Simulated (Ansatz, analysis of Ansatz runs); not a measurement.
# GdTaO4 (P2/c): a line between two O sites for an added hole, part 3 of 3

Question: does an added hole stay on the O atom where it is started in GdTaO4 (P2/c), and if so, how high is the barrier for a hop to another O site nearby? Model: a cell of 48 host atoms.

Ansatz 0.2.0; plane-wave PAW DFT, PBEsol+U; relaxation of all atoms of a supercell at fixed charge in a uniform background; PAW set soft_1.

So far. Step 3 (The hole on the first site): The largest changes of the moments are 0.75 μB on O21, 0.09 μB on O32 and 0.05 μB on O45. The largest part sits on the chosen site. Step 4 (The hole on the second site): The largest changes of the moments are 0.75 μB on O32, 0.09 μB on O21 and 0.05 μB on O40. The largest part sits on the chosen site.

## Step 5: Points on the line between the two structures

Level of this step: plane-wave PAW DFT, PBEsol+U; single point of a supercell at fixed charge in a uniform background; PAW set soft_1 (Ansatz).

All atoms move on the straight line between the two relaxed structures, 5.03 amu^1/2 Å long in mass-weighted terms. Each point starts from the state of the point before, once from either end, so that both localised states can be followed; the midpoint is also started with the carrier shared.

File A.x0500/input.yaml:

```yaml
crystal:
  lattice:
    - [-5.79537023, 5.49046619, 5.32125646]
    - [4.52894369, -5.49046619, 5.29342299]
    - [5.79537023, 5.49046619, -5.32125646]
  atoms:
    - { symbol: Gd, position: [0.491038, 0.374258, 0.11108], spin: 7.0 }
    - { symbol: Gd, position: [0.493244, 0.880507, 0.617469], spin: 7.0 }
[... 6 atom lines left out ...]
    - { symbol: Ta, position: [0.260674, 0.36606, 0.398639] }
[... 6 atom lines left out ...]
    - { symbol: Ta, position: [0.737423, 0.632907, 0.600895] }
[... 4 atom lines left out ...]
    - { symbol: O, position: [0.450334, 0.379032, 0.355984], spin: 1.0 }
[... 10 atom lines left out ...]
    - { symbol: O, position: [0.548243, 0.620159, 0.644279] }
[... 2 atom lines left out ...]
    - { symbol: O, position: [0.753697, 0.423433, 0.576012] }
[... 6 atom lines left out ...]
    - { symbol: O, position: [0.244632, 0.575685, 0.423731] }
[... 5 atom lines left out ...]
    - { symbol: O, position: [0.59294, 0.678751, 0.169683] }
total_charge: 1
basis:
  ecutwfc: 420
  xc_grid: 2
hamiltonian:
  xc: pbesol
  hubbard:
    sites: [{ species: Gd, l: f, u_eff: 6.0 }, { species: O, l: p, u_eff: 5.0 }]
    projectors: ortho-atomic
  pseudopotentials: { kind: paw, azcp: { folder: soft_1 }, xc_functional: pbe }
kpoints:
  mp_grid: { grid: [1, 1, 1] }
magnetization:
  spin_polarized: true
  initial_magnetization: 1
  spin_locking: { lock_magnetization: hard }
scf:
  occupations: { method: fermi_dirac, width: 0.01 }
  max_iter: 120
  lower_state_search: "off"
output:
  forces: true
  eigenvalues: true
  eigenstates: { localisation: true }
  write_density: true
  write_potential: true
  volumetric_format: npy
checkpoint:
  read: "../A.x0375.run"
  write: "../A.x0500.run"
  compress: false
  write_wavefunctions: true
  write_every: 100000
```

Started as:

```sh
$ ansatz run input.yaml --threads 4 --pin off --max-ram 17899MiB --backend cpu --events-out ev --progress --plain --runs-dir out
```

Numbers of over 12 decimals in the logs are rounded to 6 here.

The program printed:

```text
[...]
Warning: checkpoint.read: the run can stay near the saved state's solution: 48 site(s) moved relative to the saved geometry (max |Δs| = 8.157e-3 fractional); [...]
[...]
Crystal: 48 atoms, lattice volume = 601.503 Å³
Basis set: ecut = 420 eV, 11725 PW (Γ), exchange–correlation on 144×120×144 points (8 copies of the dense FFT grid, shifted against one another)
Bands: 268, of which v1, the nominal top of the filled ones, is band 220 counted from 1 (219 counted from 0)
Symmetry: 1 space group operations
[...]
k-points: 1
[...]
Starting moments: Σ|m| = 57 μB on 9 of 48 sites; this step starts from the density that it was given
[...]
iter 1 solved again at ethr=1.36e-5 eV; its pass at ethr=3.10e-3 eV (dr2=5.98e-2 eV) is discarded
[...]
SCF iter  13: F=-170248.242753 eV  HF=-170248.242753 eV  |F-HF|=2.14e-8  |Δ(HF+E_count)|=   2.77e-8  Δρ=2.75e-6 (↑9.44e-7 ↓2.75e-6)  dr2=6.10e-8  dr2_m=8.93e-9  M=1.000 μB ∫|m|=57.785 μB  ethr=2.28e-11  ⟨swp⟩=8.0  Hψ=3986  notcnv=0
SCF 1 converged in 13 iterations: F = -170248.242753 eV  dr2 = 6.10e-8
[...]
SCF converged after 13 iterations
[...]
Magnetization: 1.0000 μB (220.0000 up, 219.0000 down)
Absolute magnetization: 57.7977 μB (∫|ρ↑−ρ↓|, with the PAW one-centre terms)
[...]
Per-site moments (μB) at R_I (Å): [(6.863385, 0.948871), (6.855464, 0.942383), (6.866191, 0.953893), [... 45 left out ...]
Free energy (F): -170248.242753 eV
[...]
Internal energy: -170248.242753 eV  (E = F + TS)
E sigma→0 (E₀):  -170248.242753 eV
Fermi energy:    9.858345 (↑ 11.738835, ↓ 9.856182) eV
[...]
--- Forces (eV/Å), atoms counted from 1 ---
  atom   1  Gd     0.04893218     0.01947979    -0.04079298
  atom   2  Gd    -0.07017058     0.04939086    -0.01173252
  [... 6 atoms left out ...]
  atom   9  Ta    -0.00756296    -0.05652246    -0.00959607
  [... 6 atoms left out ...]
  atom  16  Ta    -0.05812959     0.06260610     0.01114521
  atom  17  O      0.06423131     0.04529286    -0.08778988
  [... 2 atoms left out ...]
  atom  20  O     -0.02141579    -0.03386387     0.03202409
  atom  21  O      0.63032930     0.60002121     0.60104657
  [... 3 atoms left out ...]
  atom  25  O      0.02334329     0.03429013    -0.03754737
  [... 2 atoms left out ...]
  atom  28  O     -0.06326664    -0.04571026     0.09038994
  [... 3 atoms left out ...]
  atom  32  O     -0.59281334    -0.60701205    -0.59913428
  [... 2 atoms left out ...]
  atom  35  O      0.01030663     0.10481058    -0.00986692
  [... 6 atoms left out ...]
  atom  42  O     -0.00610864    -0.10070721     0.01979075
  [... 6 atoms left out ...]
  max |Σ_I F_I| component: 2.74e-4 eV/Å
--- Band table (eV) ---
[...]
Occupation matrices written to <dir>
```

Elapsed: 21 s, on 4 threads of Arm Neoverse V1, shared host; peak memory 1.3 GiB; 81 s of CPU time.

States next to the filling edge at the first k-point, on the run's own zero (eigenstates.tsv). The participation number counts the atoms that a state is spread over, of 48; bands count from 0.

```tsv
spin	band	energy (eV)	occupation	participation	largest share on	share
down	213	8.888	1.00	21.2	O22	0.09
down	214	8.919	1.00	15.3	O41	0.15
down	215	9.014	1.00	18.6	O27	0.09
down	216	9.077	1.00	23.4	O34	0.07
down	217	9.119	1.00	21.9	O30	0.09
down	218	9.315	1.00	29.5	O36	0.06
down	219	10.398	0.00	3.1	O32	0.40
down	220	14.154	0.00	7.5	Ta16	0.26
down	221	14.291	0.00	11.0	Ta9	0.21
down	222	14.335	0.00	14.3	Ta14	0.15
down	223	14.368	0.00	12.5	Ta11	0.21
up	214	8.889	1.00	15.0	O31	0.15
up	215	8.901	1.00	14.2	O36	0.16
up	216	9.002	1.00	18.7	O18	0.09
up	217	9.068	1.00	22.5	O48	0.07
up	218	9.124	1.00	23.3	O23	0.09
up	219	9.309	1.00	30.1	O41	0.05
up	220	14.169	0.00	7.7	Ta9	0.26
up	221	14.295	0.00	11.0	Ta16	0.21
up	222	14.329	0.00	14.8	Ta11	0.16
up	223	14.363	0.00	12.3	Ta14	0.22
up	224	14.416	0.00	14.0	Ta11	0.16
```

Under PBEsol+U (5, 6 eV) at the zone centre alone, the highest filled state is spin down, spread over 29 of 48 atoms, and the lowest empty one, 1.08 eV above it, is spin down, spread over 3 of 48 atoms.

Spin density in the bc plane at fractional x = 0.500, through the centre, with atoms of Gd and O within 0.45 Å of it.

Ten even steps from '_' (-14 e/Å³) to '@' (13 e/Å³), each cell a mean:
```
++++++++++++++++++++++++++++++++==++++++++++++++++
++++++++++++++++++++++++++++==--::==++++++++++++++
++++++++++++++++++++++++++==--__..==++++++++++++++
++++++++++++++++++++++++++==--::--==++++++++++++++
++++++++++++++++++++++++++++====++++++++++++++++++
++++++++++++++++++++++++++++++++++++++++++++++++++
++++++++++++++++++++++++++++++++++++++++++++++++++
++++++++++++++++++++++++++++++++++++++++++++****++
++++++++++++++++++++++++++++++++++++++++++##@@##++
++++++++++++++++++++++++++++++++++++++++++%%%%**++
++++++++++++++++++++++++++++++++++++++++++++++++++
++++++++++++++++++++++++++++++++++++++++++++++++++
++++++====++++++++++++++++++++++++++++++++++++++++
++++==----==++++++++++++++++++++++++++++++++++++++
++==..__--==++++++++++++++++++++++++++++++++++++++
++==::::==++++++++++++++++++++++++++++++++++++++++
++======++++++++++++++++++++++++++++++++++++++++++
++++++++++++++++++++++++++++++++++++++++++++++++++
++++++++++++++++++++++++++++++++++++++++++++++++++
++++++++++++++++++++**++++++++++++++++++++++++++++
++++++++++++++++**@@%%**++++++++++++++++++++++++++
++++++++++++++++##@@##++++++++++++++++++++++++++++
++++++++++++++++++**++++++++++++++++++++++++++++++
++++++++++++++++++++++++++++++++++++++++++++++++++
```
Columns run along b (8.9 Å), rows up along c (9.6 Å). Atoms in or near the plane, at fractional coordinates: Gd at (0.37, 0.11), Gd at (0.88, 0.62), Gd at (0.12, 0.38), Gd at (0.62, 0.89), O at (0.38, 0.36), O at (0.88, 0.86), O at (0.12, 0.14), O at (0.62, 0.64).

Electrostatic potential energy in the bc plane at fractional x = 0.500, through the centre, with atoms of Gd and O within 0.45 Å of it. With pseudopotentials it is smooth inside the atoms' cores, unlike the true potential.

Ten even steps from '0' (-40 eV) to '9' (17 eV), each cell a mean:
```
9999998888999864235899999
9999999999998620014798546
9999999998997300015884226
9999999999986300137984248
9999999999987423478997789
8999999999998767899999888
7899999999999889999986545
6899999999999986799852012
6898999999999732588620002
8998999999999523798510014
9999999999999768998521247
9988778999999999998765689
9753357899989999999888999
7410036897448999999999999
5100037984238999999998898
4100258984479999999999998
5223589998899999999999998
7667899998888999999999998
8888999876456899999999999
9854699741124899999999999
9422698410014898899999999
8324886300026898999999999
9778986311368999999999999
9999987655789988778899999
```
Columns run along b (8.9 Å; values clipped at the 3rd and 97th percentile), rows up along c (9.6 Å). Atoms in or near the plane, at fractional coordinates: Gd at (0.37, 0.11), Gd at (0.88, 0.62), Gd at (0.12, 0.38), Gd at (0.62, 0.89), O at (0.38, 0.36), O at (0.88, 0.86), O at (0.12, 0.14), O at (0.62, 0.64).

Valence density in the bc plane at fractional x = 0.500, through the centre, with atoms of Gd and O within 0.45 Å of it. It is the smooth field of the valence electrons, not physical close to the nuclei.

Ten steps, logarithmic in the rise over the least value, from '_' (0 e/Å³) to '@' (15 e/Å³), each cell a mean:
```
::..__________....::::......--++**++--......::----
::..__________..::----::::--**%%%%##==::::--++**++
::..__________..--==--::::++%%@@@@##==::--**####++
..__________..::------::--**%%@@%%++::::==**##**--
______________..::::....::==****==::....--====--::
..______________________..::::::....__....::::::..
::..........______________..::::::....__..--==++==
--..::::::::..__________..::==++==--....==**%%%%**
--::--==--::..__________::==**##++--..--**@@@@@@**
::::--==--..__________..::++****==::..==##@@@@%%++
..::::::::..__________..::====--::....--**##**++::
....::::::....______....::::::..______::------::..
..::==++++==::__..::----::....__________..::::::..
::++##%%%%++--..::==++++--::____________..------::
==##@@@@%%++::::==**##**--..__________..::====--::
++##@@%%##--..::==++**==::____________..::----::::
==****++--......::----::..____________....::......
::----::....__......::....______________________..
..::::----......::--====::..__........____________
..--++**==::..::++####**==::..::--::..____________
--**####++::::++##@@@@##==::--====--..__________..
==**##**==::--**%%@@%%**--::--==--::..__________..
--====--::..--++####**--....::::::..____________..
::::::..____..--====::........::::::..______......
```
Columns run along b (8.9 Å), rows up along c (9.6 Å). Atoms in or near the plane, at fractional coordinates: Gd at (0.37, 0.11), Gd at (0.88, 0.62), Gd at (0.12, 0.38), Gd at (0.62, 0.89), O at (0.38, 0.36), O at (0.88, 0.86), O at (0.12, 0.14), O at (0.62, 0.64).

Free energies from the first end:

```tsv
started from	fraction	energy (eV)	moment change on O21 (μB)	on O32 (μB)
first site	0	0.000	0.75	0.09
first site	0.125	0.027	0.72	0.13
first site	0.25	0.093	0.67	0.18
first site	0.375	0.168	0.58	0.28
first site	0.5	0.204	0.43	0.44
first site	0.625	0.164	0.27	0.59
second site	0.875	0.023	0.12	0.71
second site	0.75	0.089	0.18	0.67
second site	0.625	0.164	0.27	0.59
second site	0.5	0.204	0.43	0.44
second site	0.375	0.168	0.58	0.28
shared	0.5	0.204	0.43	0.44
second site	1	-0.003	0.09	0.75
```

## Step 6: Results

| Item | Value |
| --- | --- |
| barrier forward | 0.20 eV |
| barrier backward | 0.21 eV |
| distance of the two sites without the carrier | 2.42 Å |
| carrier at the midpoint | shared |

In words: On this line the hole must cross 0.20 eV to hop 2.42 Å; both ends have the same energy within 0.005 eV. At the midpoint the lowest state found shares the carrier between both sites, and no finished start kept it on one. That fits an adiabatic hop but does not prove it, since self-interaction left by this U favours sharing too. With an assumed attempt frequency of 1e13 per second the rate at 300 K would be 4e+09 per second for this barrier, if every crossing succeeded. A straight line need not be the lowest path, so the true barrier at this U can be lower, or higher if the ends can still break their symmetry. No run compares the localised hole with one spread in the band, so its binding is unknown and the barrier may exceed it. The magnetic order was assumed and need not be the ground state. The total moment is locked, so a carrier of the other spin direction was not tried. The program's search for lower electronic states was switched off in all runs, so that each state is followed; none is shown to be the lowest at its structure. No image-charge correction is applied; it nearly cancels along the line while the charge stays localised. Keep in mind: sampling at the zone centre alone can move energies of charged and open-shell states by tenths of an eV or more in cells of this size; the images are only 8.9 Å apart; gap and trapping depend on the U chosen (Gd f 6.0 eV, O p 5.0 eV); spin–orbit coupling, which can matter with heavy atoms, is left out.

[Logs are printed without paths, hosts, clocks, repeated set-up lines and the standing remarks that a program may print on its own settings, such as how far it seeks lower states.]

[Hosts, paths, dates, database ids (printed as entryN), source tags and the programs' standing remarks are cut or masked in the printed files.]
